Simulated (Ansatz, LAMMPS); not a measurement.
# Static equation of state of glassy 74SiO2-21Na2O-5TiO2 (mol %) (117 atoms)

Density of this cell: 2.37 g/cm³. The cell holds 117 atoms: 29 Si, 16 Na, 2 Ti and 70 O. Its edges and angles: a = 12.309 Å, b = 11.542 Å, c = 11.824 Å, α = 90.5°, β = 89.1°, γ = 90.2°. The starting structure: 117 atoms (29 Si, 16 Na, 2 Ti, 70 O) placed at random at 2.42 g/cm³, melted at 4000 K for 10 ps at fixed volume with the Morse and Coulomb pair potential with partial charges (Pedone, Malavasi, Menziani, Cormack and Segre, J. Phys. Chem. B 110, 11780 (2006)). Quenched from 4000 K to 300 K at 8 K/ps and fixed volume, held 10 ps at zero pressure, then minimised at fixed cell.

Calculated with Ansatz 0.2.0: Kohn-Sham DFT, revPBE, PAW (set soft_2), plane waves; cutoff 420 eV, Γ point, gaussian smearing of 0.05 eV. Cell and atoms were relaxed first, to V0 = 14.355 Å³ an atom at a residual P0 = 0.010 GPa. The cell was then scaled evenly, and the atoms were relaxed at each volume.

| volume (Å³/atom) | pressure (GPa) |
| --- | --- |
| 12.920 | 5.598 |
| 13.494 | ? |
| 13.925 | 1.556 |
| 14.786 | -1.602 |
| 15.217 | -3.106 |

**Question.** Fit the third-order Birch–Murnaghan equation to the rows given and interpolate to the withheld row.

Worked fit:

Take the Eulerian strain f = ½[(V0/V)^(2/3) − 1] and the normalised pressure F = (P − P0) / [3f(1 + 2f)^(5/2)]. The third-order Birch–Murnaghan equation is then the line F = B0 + (3/2)B0(B′ − 4) f, so u = f and v = F.

```
      u = f  v = F (GPa)
  0.0363828      42.9531
  0.0102569      47.7657
-0.00975642      57.8292
 -0.0190508      60.0738
```

With n = 4: mean u = 0.00445811, mean v = 52.1554, Σ(u − ū)² = 0.0018075, Σ(u − ū)(v − v̄) = -0.58604. Slope b = -0.58604 / 0.0018075 = -324.22; intercept a = v̄ − b ū = 53.601.

So B0 = a = 53.6 GPa and B′ = 4 + 2b/(3a) = -0.0325. At the withheld volume f = 0.02106, F = a + b f = 46.77 GPa, and P = P0 + 3f(1 + 2f)^(5/2) F.

Prediction at 13.494: 3.285 GPa. The run gave 3.156 GPa, so the fit is high by 0.13 GPa (4.1 % of the value).

The series isn't one smooth equation of state: even a line fitted to all rows, the withheld one included, misses F by up to 4.4 %, the count of bonds changes along the series and an atom moves over 0.5 Å in some relaxation. B0 and B′ are then only the numbers of this fit, not moduli of the material. Among the rows given, the largest miss of the fit is at 12.920, by 0.15 GPa (1.7 % of the range of the table).

Limits: Static cells at zero temperature; the cell shape is held. The program notes that the SCF threshold of these relaxations is loose for the stress. The quench rate of 8 K/ps is many orders above laboratory rates, so the cell is likely richer in defects and strain than a real sample. The network of bonds at the start is that of the classical potential that made the cell, and needn't be the one that DFT or experiment would give. Only the Γ point is sampled, in a cell whose shortest periodic width is 12 Å.

[Logs are printed without paths, hosts, clocks, repeated set-up lines and the standing remarks that a program may print on its own settings, such as how far it seeks lower states.]

[Hosts, paths, dates, database ids (printed as entryN), source tags and the programs' standing remarks are cut or masked in the printed files.]
